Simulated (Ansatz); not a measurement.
# Quasiparticle gap of Cd5B3ClO9 (Cm), part 2 of 3

Aim: the quasiparticle gap of Cd5B3ClO9 (Cm), starting from PBE.

Ansatz 0.2.0; PBE, then G0W0 on it, plane waves, PAW. Known limits of the many-body steps: finite bands, screening cutoff and k mesh; no spin-orbit coupling in G0W0; d shells not analysed.

So far: Starting point; Relaxation.

## 3. Bands along the symmetry lines

Level of this step: DFT, PBE, plane waves, PAW; PAW set soft_1 (Ansatz).

Levels along a band path and on the mesh show where this functional puts the band edges.

File input.yaml:

```yaml
crystal:
  lattice:
    - [4.086, -8.0305, 0.0]
    - [4.086, 8.0305, 0.0]
    - [-0.5610688069, 0.0, 3.4284942182]
  atoms:
    - { symbol: Cd, position: [0.9903899046, 0.7342556792, 0.5662659888] }
    - { symbol: Cd, position: [0.7342556792, 0.9903899046, 0.5662659888] }
    - { symbol: Cd, position: [0.3113911839, 0.6630019832, 0.9124457693] }
    - { symbol: Cd, position: [0.6630019832, 0.3113911839, 0.9124457693] }
    - { symbol: Cd, position: [0.2871762088, 0.2871762088, 0.3102574688] }
    - { symbol: B, position: [0.6210609171, 0.6210609171, 0.9737592675] }
    - { symbol: B, position: [0.972075933, 0.3689018994, 0.3370010488] }
    - { symbol: B, position: [0.3689018994, 0.972075933, 0.3370010488] }
    - { symbol: Cl, position: [0.049188481, 0.049188481, 0.7118210963] }
    - { symbol: O, position: [0.7759792855, 0.623579409, 0.0193502893] }
    - { symbol: O, position: [0.623579409, 0.7759792855, 0.0193502893] }
    - { symbol: O, position: [0.4502306784, 0.4502306784, 0.8744954667] }
    - { symbol: O, position: [0.1618372402, 0.4552599818, 0.3467663233] }
    - { symbol: O, position: [0.4552599818, 0.1618372402, 0.3467663233] }
    - { symbol: O, position: [0.1966350256, 0.8360258997, 0.1252240285] }
    - { symbol: O, position: [0.8360258997, 0.1966350256, 0.1252240285] }
    - { symbol: O, position: [0.9120354728, 0.4534148167, 0.5549599024] }
    - { symbol: O, position: [0.4534148167, 0.9120354728, 0.5549599024] }
kpoints:
  mp_grid: { grid: [4, 4, 6] }
  band_path:
    path:
      - [[0.0, 0.0, 0.0], [-0.5, 0.5, 0.0], [-0.5, 0.5, -0.5], [0.0, 0.0, -0.5], [0.0, 0.0, 0.0]]
      - [[0.0, 0.5, -0.5], [0.0, 0.0, 0.0], [0.0, 0.5, 0.0]]
    npoints: 10
hamiltonian:
  xc: pbe
  pseudopotentials: { kind: paw, azcp: { folder: soft_1 } }
scf:
  occupations: { method: fermi_dirac, width: 0.02 }
  n_extra_bands: 10
output:
  eigenvalues: true
  forces: true
  stress: true
  write_density: true
  write_potential: true
  elf: true
  volumetric_format: npy
```

Run with:

```
$ ansatz run input.yaml --threads 2 --pin off --max-ram 92160MiB --backend cuda --events-out ev --progress --plain --runs-dir out --devices 1 --max-vram 13GiB
```

Numbers of over 12 decimals in the logs are rounded to 6 here.

Output:

```text
[...]
GPUs: using 1 of 1 available (devices: 1).
[...]
GPU FFT provider: cuFFT
GPU libraries: cuBLAS 13.8.2, cuFFT 12.4.0, cuSOLVER 12.3.4
Crystal: 18 atoms, lattice volume = 224.996 Å³
Basis set: ecut = 420 eV, 4399 PW (Γ), exchange–correlation on 128×128×48 points (8 copies of the dense FFT grid, shifted against one another)
Bands: 95, of which v1, the nominal top of the filled ones, is band 85 counted from 1 (84 counted from 0)
Symmetry: 2 space group operations
[...]
k-points: 34 of 96 (time reversal used)
[...]
GPU buffer pool allocated for 98304 grid points (all kernels)
[...]
SCF iter   1: F=—  HF=-47940.492943 eV  |F-HF|=—  |Δ(HF+E_count)|=         —  Δρ=9.48e-2  dr2=1.84e1  ethr=3.10e-3  ⟨swp⟩=6.1  Hψ=11863  notcnv=0
[...]
SCF iter  11: F=-47934.099330 eV  HF=-47934.099330 eV  |F-HF|=1.23e-8  |Δ(HF+E_count)|=   4.28e-7  Δρ=6.06e-6  dr2=7.76e-8  ethr=5.88e-11  ⟨swp⟩=19.8  Hψ=40945  notcnv=0
SCF 1 converged in 11 iterations: F = -47934.099330 eV  dr2 = 7.76e-8
[...]
NSCF: frozen V_eff on 62 k-points
SCF converged after 11 iterations
Free energy (F): -47934.099330 eV
[...]
Internal energy: -47934.099330 eV  (E = F + TS)
E sigma→0 (E₀):  -47934.099330 eV
Fermi energy:    9.424220 eV
[...]
--- Forces (eV/Å), atoms counted from 1 ---
  atom   1  Cd     0.00389913    -0.00144504    -0.00177580
  atom   2  Cd     0.00389913     0.00144504    -0.00177580
  atom   3  Cd    -0.00109531     0.00174227    -0.00095606
  atom   4  Cd    -0.00109531    -0.00174227    -0.00095606
  atom   5  Cd    -0.00101288     0.00000000    -0.00137907
  atom   6  B     -0.00443225     0.00000000    -0.00017019
  atom   7  B     -0.00456061    -0.00127403    -0.00365965
  atom   8  B     -0.00456061     0.00127403    -0.00365965
  atom   9  Cl     0.00415617    -0.00000000     0.00039767
  atom  10  O      0.00006677     0.00020251     0.00236391
  atom  11  O      0.00006677    -0.00020251     0.00236391
  atom  12  O      0.00349250     0.00000000     0.00078827
  atom  13  O      0.00263043    -0.00217043    -0.00079619
  atom  14  O      0.00263043     0.00217043    -0.00079619
  atom  15  O      0.00087709    -0.00038372     0.00284276
  atom  16  O      0.00087709     0.00038372     0.00284276
  atom  17  O     -0.00291100     0.00403043     0.00214997
  atom  18  O     -0.00291100    -0.00403043     0.00214997
  max |Σ_I F_I| component: 2.55e-5 eV/Å
--- Stress (GPa, compression-positive) ---
        5.297223      -0.000000       0.260364
       -0.000000       4.635468      -0.000000
        0.260348      -0.000000       5.214140
  P = ⅓ Tr σ = 5.0489 GPa (50.489 kbar)
--- Band table (eV; the first three rows and the last of 34) ---
  k-point 0: bands = [... 81 lower, 7.8599, 7.9864, 8.2089, 8.3475, 10.3928, 13.0110, 13.3063, 13.4998, ... 6 higher]
  k-point 1: bands = [... 81 lower, 7.6725, 8.0427, 8.1399, 8.3543, 11.1674, 13.4822, 13.4961, 13.7504, ... 6 higher]
  k-point 2: bands = [... 81 lower, 7.8456, 7.9627, 8.1300, 8.4044, 12.5352, 13.6081, 13.8134, 14.1676, ... 6 higher]
  k-point 33: bands = [... 81 lower, 7.7700, 7.8555, 8.2259, 8.3340, 13.2287, 13.7121, 13.7539, 13.8386, ... 6 higher]
```

It took 16 s on 1 × NVIDIA H100 80GB HBM3 (shared by 6 runs) with 2 threads of AMD EPYC 7R13 (Zen 3), shared host; peak memory 1.3 GiB.

This step gave:

```
pressure             : 5.049 GPa
filled bands         : 85
gap                  : 1.983 eV
valence top at       : k = (0.000, 0.000, -0.400)
conduction bottom at : Γ
least direct gap     : 2.045 eV
```

Over mesh and path the gap is 1.983 eV, from k = (0.000, 0.000, -0.400) to k = Γ. The least direct gap found is 2.045 eV, at k = Γ. On the 4×4×6 mesh alone the same run gives 1.985 eV, so that mesh misses an edge of PBE: 1.985 − 1.983 = +0.002 eV. The pressure in this cell is 5 GPa; the cell is kept.

The electronic bands at the labelled points (eV, zero at the top of the highest nominally filled band):

| point | band 82 | band 83 | band 84 | band 85 | band 86 | band 87 | band 88 | band 89 |
| --- | --- | --- | --- | --- | --- | --- | --- | --- |
| Γ | -0.55 | -0.42 | -0.20 | -0.06 | 1.98 | 4.60 | 4.90 | 5.09 |
| halfway | -0.55 | -0.45 | -0.12 | -0.09 | 2.36 | 4.03 | 4.96 | 5.11 |
| Y | -0.56 | -0.42 | -0.12 | -0.08 | 3.15 | 3.20 | 4.86 | 5.10 |
| halfway | -0.64 | -0.34 | -0.25 | -0.04 | 4.09 | 4.27 | 5.18 | 5.62 |
| M | -0.64 | -0.55 | -0.18 | -0.08 | 4.82 | 5.30 | 5.34 | 5.43 |
| halfway | -0.68 | -0.46 | -0.21 | -0.05 | 4.77 | 5.11 | 5.47 | 5.59 |
| A | -0.52 | -0.51 | -0.22 | 0.00 | 4.69 | 5.11 | 5.55 | 5.70 |
| halfway | -0.66 | -0.36 | -0.32 | -0.03 | 3.45 | 5.24 | 5.28 | 5.56 |
| Γ | -0.55 | -0.42 | -0.20 | -0.06 | 1.98 | 4.60 | 4.90 | 5.09 |
| jump to L2 | -0.68 | -0.38 | -0.27 | -0.20 | 4.65 | 5.13 | 5.39 | 5.73 |
| halfway | -0.60 | -0.44 | -0.25 | -0.10 | 3.51 | 5.02 | 5.22 | 5.64 |
| Γ | -0.55 | -0.42 | -0.20 | -0.06 | 1.98 | 4.60 | 4.90 | 5.09 |
| halfway | -0.56 | -0.43 | -0.16 | -0.07 | 2.46 | 4.36 | 4.69 | 4.91 |
| V2 | -0.59 | -0.43 | -0.12 | -0.08 | 3.39 | 3.54 | 4.57 | 4.78 |

ELF in the ac plane of the conventional cell at fractional y = 0.000, with atoms of Cd and B and Cl and O within 0.2 Å of it. It is the smooth field of the valence electrons, not physical close to the nuclei.

Values, 5 rows by 16 columns, each cell a mean:
```
0.16 0.03 0.02 0.06 0.19 0.26 0.20 0.54 0.59 0.41 0.26 0.42 0.36 0.18 0.27 0.31
0.38 0.17 0.03 0.03 0.08 0.15 0.13 0.10 0.10 0.19 0.49 0.84 0.54 0.21 0.23 0.39
0.82 0.61 0.14 0.02 0.02 0.03 0.05 0.11 0.23 0.21 0.27 0.36 0.25 0.37 0.78 0.79
0.80 0.68 0.14 0.03 0.10 0.21 0.26 0.59 0.70 0.72 0.47 0.11 0.19 0.73 0.71 0.43
0.77 0.36 0.04 0.06 0.20 0.21 0.15 0.78 0.60 0.69 0.54 0.12 0.15 0.53 0.82 0.83
```
Columns run along a (8.2 Å), rows up along c (3.5 Å), edges of the conventional cell, whose origin can differ from the input's. Atoms in or near the plane, at fractional coordinates: Cd at (0.71, 0.69), B at (0.38, 0.03), Cl at (0.95, 0.29), O at (0.55, 0.13).

Electrostatic potential energy in the ac plane of the conventional cell at fractional y = 0.000, with atoms of Cd and B and Cl and O within 0.2 Å of it. With pseudopotentials it is smooth inside the atoms' cores, unlike the true potential.

Ten even steps from '_' (-32 eV) to '@' (14 eV), each cell a mean:
```
@@@@@@@@@@@@%%==__..++##**##%%**====**%%@@@@@@
@@@@@@@@@@@@@@##**##%%@@@@%%++--::::==**@@@@@@
@@@@@@@@@@@@@@@@@@@@@@@@@@##==::..::--**@@@@@@
%%@@@@@@@@@@@@@@@@@@@@@@@@##==::::::==##%%%%%%
==##@@@@@@@@@@@@@@@@@@@@@@%%**====++##%%**--::
__++@@@@@@@@@@@@@@@@@@@@%%%%%%####%%%%##::____
..**@@@@@@@@@@%%####%%**::::**@@@@@@@@**..____
==%%@@@@@@@@%%++....==..____==@@@@@@@@##--__..
%%@@@@@@@@@@%%::____::::__..**%%%%%%%%%%##****
```
Columns run along a (8.2 Å; values clipped at the 3rd and 97th percentile), rows up along c (3.5 Å), edges of the conventional cell, whose origin can differ from the input's. Atoms in or near the plane, at fractional coordinates: Cd at (0.71, 0.69), B at (0.38, 0.03), Cl at (0.95, 0.29), O at (0.55, 0.13).

## 4. The quasiparticle correction

G0W0 replaces the xc potential by a self-energy built once from the orbitals of the start. Levels are corrected in the window of bands that the input names, at points of the mesh.

This step: G0W0 on PBE, plane waves, PAW; PAW set soft_1.

input.yaml, as its differences from that of step 3:

```diff
@@ -25,8 +25,3 @@
 kpoints:
-  mp_grid: { grid: [4, 4, 6] }
-  band_path:
-    path:
-      - [[0.0, 0.0, 0.0], [-0.5, 0.5, 0.0], [-0.5, 0.5, -0.5], [0.0, 0.0, -0.5], [0.0, 0.0, 0.0]]
-      - [[0.0, 0.5, -0.5], [0.0, 0.0, 0.0], [0.0, 0.5, 0.0]]
-    npoints: 10
+  mp_grid: { grid: [2, 2, 4] }
 hamiltonian:
@@ -35,11 +30,8 @@
 scf:
-  occupations: { method: fermi_dirac, width: 0.02 }
-  n_extra_bands: 10
-output:
-  eigenvalues: true
-  forces: true
-  stress: true
-  write_density: true
-  write_potential: true
-  elf: true
-  volumetric_format: npy
+  occupations: { method: fixed }
+gw:
+  n_empty_bands: 1033
+  ecut_chi: 160.0
+  qp_bands: [v4, c4]
+  qp_kpoints: band_edges
+  screening: { model: contour_deformation }
```

Output:

```text
GPUs: using 1 of 1 available (devices: 1).
[...]
GPU FFT provider: cuFFT
GPU libraries: cuBLAS 13.8.2, cuFFT 12.4.0, cuSOLVER 12.3.4
Crystal: 18 atoms, lattice volume = 224.996 Å³
Basis set: ecut = 420 eV, 4399 PW (Γ)
Bands: 103, of which v1, the nominal top of the filled ones, is band 85 counted from 1 (84 counted from 0)
Symmetry: 2 space group operations
[...]
k-points: 9 of 16 (time reversal used)
[...]
GPU buffer pool allocated for 98304 grid points (all kernels)
[...]
SCF iter   1: F=—  HF=-47940.488101 eV  |F-HF|=—  |Δ(HF+E_count)|=         —  Δρ=9.48e-2  dr2=1.84e1  ethr=3.10e-3  ⟨swp⟩=5.0  Hψ=2802  notcnv=0  defer=141
[...]
SCF iter  11: F=-47934.093513 eV  HF=-47934.093513 eV  |F-HF|=4.29e-8  |Δ(HF+E_count)|=   4.59e-7  Δρ=7.20e-6  dr2=9.96e-8  ethr=5.88e-11  ⟨swp⟩=11.8  Hψ=3967  notcnv=0
SCF 1 converged in 11 iterations: F = -47934.093513 eV  dr2 = 9.96e-8
[...]
the band table was solved once the SCF had ended and its energy, with any forces and stress, was formed, with the checks that follow a solve (3383 applications of the Hamiltonian). They found nothing against the state; the energy, forces and stress were not computed again (output.eigenvalues in the input reference)
[...]
G₀W₀ screening: q 1/9
[... further progress lines ...]
[...]
SCF converged after 11 iterations
Free energy (F): -47934.093513 eV
[...]
Internal energy: -47934.093513 eV  (E = F + TS)
E sigma→0 (E₀):  -47934.093513 eV
Fermi energy:    8.408493 eV
[...]
--- Band table (eV; the first three rows and the last of 9) ---
  k-point 0: bands = [... 81 lower, 7.8611, 7.9874, 8.2094, 8.3481, 10.3931, 13.0114, 13.3064, 13.5003, ... 14 higher]
  k-point 1: bands = [... 81 lower, 7.7518, 8.0543, 8.0872, 8.3819, 11.8649, 13.6533, 13.6917, 13.9737, ... 14 higher]
  k-point 2: bands = [... 81 lower, 7.8947, 7.9022, 8.1858, 8.4085, 13.1012, 13.5160, 13.9646, 14.1072, ... 14 higher]
  k-point 8: bands = [... 81 lower, 7.7706, 7.8560, 8.2267, 8.3343, 13.2291, 13.7122, 13.7540, 13.8392, ... 14 higher]
--- G₀W₀: contour deformation, 7 samples at zero and on the imaginary axis and 2 off it, 16 q-points, 1033 empty bands' worth ---
  eigenvalues of the whole cell's RPA ε∞ on this k-mesh (on a slab, of 1 + 4πα/V) = 3.5374, 3.7958, 3.9527; static W/v taken at q = 0 is 0.266988
  gw.qp_kpoints: band_edges: 9 of 9 stored k-points solved, in 1 pass; an edge of the gap read off the rows below is read off those points alone
    ik  band        ε_KS         Σx   Σc(E_QP)       V_xc       Z   E_QP_lin       E_QP  E_QP is
     0    82      7.8611   -27.6276     3.9884   -22.6332  0.7696     6.8409     6.8551  root
     0    83      7.9874   -26.9113     4.5730   -21.3296  0.7546     6.9615     6.9788  root
     0    84      8.2094   -27.3819     4.5676   -21.8530  0.7544     7.2326     7.2482  root
     0    85      8.3481   -27.3547     4.6359   -21.8067  0.7518     7.4224     7.4360  root
     0    86     10.3931   -10.3192    -3.6594   -14.5462  0.8268    10.9631    10.9608  root
     0    87     13.0114    -9.3278    -4.0658   -14.0892  0.8203    13.7119    13.7071  root
     0    88     13.3064   -12.5118    -3.9757   -17.4688  0.7975    14.2991    14.2877  root
     0    89     13.5003   -10.7415    -4.2429   -15.8693  0.8125    14.3935    14.3852  root
     1    82      7.7518   -27.0606     4.3460   -21.7553  0.7574     6.7778     6.7925  root
     1    83      8.0543   -27.0247     4.5511   -21.5158  0.7527     7.0808     7.0966  root
     1    84      8.0872   -27.1392     4.6920   -21.4847  0.7513     7.1090     7.1248  root
     1    85      8.3819   -27.4728     4.5859   -21.9626  0.7541     7.4438     7.4576  root
     1    86     11.8649   -11.2225    -3.8254   -15.7955  0.8157    12.6173    12.6124  root
     1    87     13.6533   -11.9304    -4.2510   -17.1950  0.7998    14.6799    14.6669  root
     1    88     13.6917   -10.6703    -4.4535   -16.0521  0.8091    14.6301    14.6199  root
     1    89     13.9737   -11.1122    -4.3937   -16.4748  0.8068    14.9537    14.9426  root
     2    82      7.8947   -26.6539     4.6674   -21.0294  0.7485     6.9212     6.9376  root
     2    83      7.9022   -27.3058     4.4219   -21.9272  0.7563     6.9307     6.9455  root
     2    84      8.1858   -27.4648     4.7141   -21.7901  0.7530     7.2101     7.2253  root
     2    85      8.4085   -27.5375     4.4076   -22.1984  0.7586     7.4636     7.4770  root
     2    86     13.1012    -9.3224    -4.4095   -14.5599  0.8207    13.9363    13.9293  root
     2    87     13.5160    -9.7456    -4.5253   -15.1782  0.8125    14.4328    14.4233  root
     2    88     13.9646   -10.6414    -4.5525   -16.1767  0.8080    14.9594    14.9473  root
     2    89     14.1072   -10.5527    -4.4786   -15.9936  0.8060    15.0809    15.0694  root
     3    82      7.8232   -27.6989     4.1843   -22.5421  0.7640     6.8366     6.8507  root
     3    83      7.9804   -27.2038     4.5256   -21.7208  0.7553     7.0081     7.0230  root
     3    84      8.2891   -27.3350     4.5729   -21.8214  0.7541     7.3339     7.3485  root
     3    85      8.3322   -27.4148     4.6652   -21.8232  0.7519     7.3916     7.4058  root
     3    86     11.7955   -11.3687    -3.5971   -15.6561  0.8148    12.4898    12.4858  root
     3    87     11.9537   -11.6666    -3.6222   -16.0072  0.8142    12.6765    12.6721  root
     3    88     12.9772   -11.1434    -3.9151   -15.8609  0.8100    13.7864    13.7795  root
     3    89     13.1889   -10.6522    -4.1929   -15.6595  0.8136    14.0105    14.0034  root
     4    82      7.7008   -27.1830     4.3446   -21.8624  0.7586     6.7094     6.7249  root
     4    83      7.9199   -26.7747     4.6710   -21.1183  0.7505     6.9174     6.9346  root
     4    84      8.2135   -27.3112     4.6106   -21.7723  0.7526     7.2710     7.2852  root
     4    85      8.3509   -27.6851     4.5606   -22.1856  0.7560     7.3980     7.4121  root
     4    86     12.4461   -11.3411    -3.9415   -16.1020  0.8119    13.2719    13.2654  root
     4    87     13.0237   -11.7533    -3.9971   -16.6396  0.8066    13.9215    13.9129  root
     4    88     13.4970   -11.1065    -4.2765   -16.2830  0.8083    14.4062    14.3970  root
     4    89     13.9143   -10.8176    -4.4629   -16.2345  0.8082    14.8793    14.8684  root
[...]
7    86     12.5019   -11.4243    -3.8858   -16.1262  0.8108    13.3245    13.3179  root
     7    87     12.6845   -11.1031    -4.0299   -15.9452  0.8129    13.5032    13.4966  root
     7    88     13.5927   -11.3747    -4.3330   -16.6804  0.8048    14.5766    14.5654  root
     7    89     14.0295   -10.7209    -4.4627   -16.1243  0.8074    14.9809    14.9702  root
     8    82      7.7706   -26.2206     4.6897   -20.5545  0.7468     6.7765     6.7942  root
     8    83      7.8560   -27.3954     4.3716   -22.0649  0.7590     6.8828     6.8972  root
     8    84      8.2267   -27.6314     4.7475   -21.9270  0.7529     7.2547     7.2699  root
     8    85      8.3343   -27.5958     4.5334   -22.1355  0.7555     7.3937     7.4075  root
     8    86     13.2291    -9.0850    -4.5082   -14.4546  0.8194    14.0983    14.0905  root
     8    87     13.7122    -9.9501    -4.6041   -15.4906  0.8105    14.6592    14.6485  root
     8    88     13.7540   -11.0082    -4.4705   -16.4680  0.8067    14.7554    14.7434  root
     8    89     13.8392   -10.1857    -4.4622   -15.5697  0.8124    14.7706    14.7609  root
```

Wall time 83 s (1 × NVIDIA H100 80GB HBM3 (shared by 6 runs) with 2 threads); peak memory 3.7 GiB.

Numbers from this step:

```
bands summed                                    : 1118
RPA ε∞ on this mesh (eigenvalues)               : 3.537, 3.796, 3.953
plane waves in the screening matrix             : 1051
q-points in the mesh                            : 16
G0W0 gap over the corrected points              : 3.484 eV
k of the valence top                            : 0, 0, -0.5
k of the conduction bottom                      : 0, 0, 0
starting gap on the mesh                        : 1.985 eV
Z at the valence top                            : 0.7586
Z at the conduction bottom                      : 0.8268
least direct G0W0 gap over the corrected points : 3.525 eV
```

Over all 9 irreducible mesh points the G0W0 gap is 3.484 eV, from k = (0.000, 0.000, -0.500) to k = Γ. The PBE gap of this run on the mesh is 1.985 eV. The two states that bound the G0W0 gap lie that far apart at the start, so the correction of the gap is 3.484 − 1.985 = +1.499 eV. The start of this run differs from the step before in mesh (4×4×6 and 2×2×4).

Labels follow the order of the start: v1 is the top filled band, c1 the lowest empty one; levels that stay degenerate share a row, the window can cut a multiplet, doubted levels are not marked in this list, bands outside the window were not corrected, and the list may be a part of the corrected levels. The levels before and after the correction (eV, zero at the valence-band top of each column):

|  | conduction bottom | valence top |
| --- | --- | --- |
| Kohn-Sham | 1.98 | 0.00 |
| G0W0 | 3.48 | 0.00 |

|  | level | occupation | energy (eV) |
| --- | --- | --- | --- |
| Kohn-Sham | Γ v3 | 2 | -0.421 |
| Kohn-Sham | Γ v2 | 2 | -0.199 |
| Kohn-Sham | Γ v1 | 2 | -0.060 |
| Kohn-Sham | Γ c1 | 0 | 1.985 |
| Kohn-Sham | Γ c2 | 0 | 4.603 |
| Kohn-Sham | Γ c3 | 0 | 4.898 |
| Kohn-Sham | (0 0 -0.5) v3 | 2 | -0.506 |
| Kohn-Sham | (0 0 -0.5) v2 | 2 | -0.223 |
| Kohn-Sham | (0 0 -0.5) v1 | 2 | 0.000 |
| Kohn-Sham | (0 0 -0.5) c1 | 0 | 4.693 |
| Kohn-Sham | (0 0 -0.5) c2 | 0 | 5.108 |
| Kohn-Sham | (0 0 -0.5) c3 | 0 | 5.556 |
| G0W0 | Γ v3 | 2 | -0.498 |
| G0W0 | Γ v2 | 2 | -0.229 |
| G0W0 | Γ v1 | 2 | -0.041 |
| G0W0 | Γ c1 | 0 | 3.484 |
| G0W0 | Γ c2 | 0 | 6.230 |
| G0W0 | Γ c3 | 0 | 6.811 |
| G0W0 | (0 0 -0.5) v3 | 2 | -0.532 |
| G0W0 | (0 0 -0.5) v2 | 2 | -0.252 |
| G0W0 | (0 0 -0.5) v1 | 2 | 0.000 |
| G0W0 | (0 0 -0.5) c1 | 0 | 6.452 |
| G0W0 | (0 0 -0.5) c2 | 0 | 6.946 |
| G0W0 | (0 0 -0.5) c3 | 0 | 7.470 |

The parts of the quasiparticle energy for the two states that bound the G0W0 gap, in eV on the run's own scale (QP = start + Σx + Σc − Vxc, with Σc at the quasiparticle energy):

| edge | k | band | start | Σx | Σc | Vxc | Z | QP |
| --- | --- | --- | --- | --- | --- | --- | --- | --- |
| valence top | (0.000, 0.000, -0.500) | 85 | 8.409 | −27.538 | 4.408 | −22.198 | 0.759 | 7.477 |
| conduction bottom | Γ | 86 | 10.393 | −10.319 | −3.659 | −14.546 | 0.827 | 10.961 |

(Part 2 of 3 ends here.)

[Paths, hosts, dates, memory and timing lines, banners, echoed tables and standing remarks are left out of the program output.]

[Logs are printed without paths, hosts, clocks, repeated set-up lines and the standing remarks that a program may print on its own settings, such as how far it seeks lower states.]

[Runs of the session that timed out or met a known fault of the program may be left out.]

[Cells called generated may have been cut or substituted from an entry of the Crystallography Open Database or the Materials Project.]

[Hosts, paths, dates, database ids (printed as entryN), source tags and the programs' standing remarks are cut or masked in the printed files.]

[Where an RPA ε∞ is given, it is that of the G0W0 mesh and is not shown converged in it. Names of k-points follow the symmetry that the program found, which can be lower than the space group named. Band edges on a path are those of the sampled points; other points can move an edge, and change direct to indirect where valleys lie close.]

[Hybrid gaps are those of their k-mesh and are not shown converged in it.]
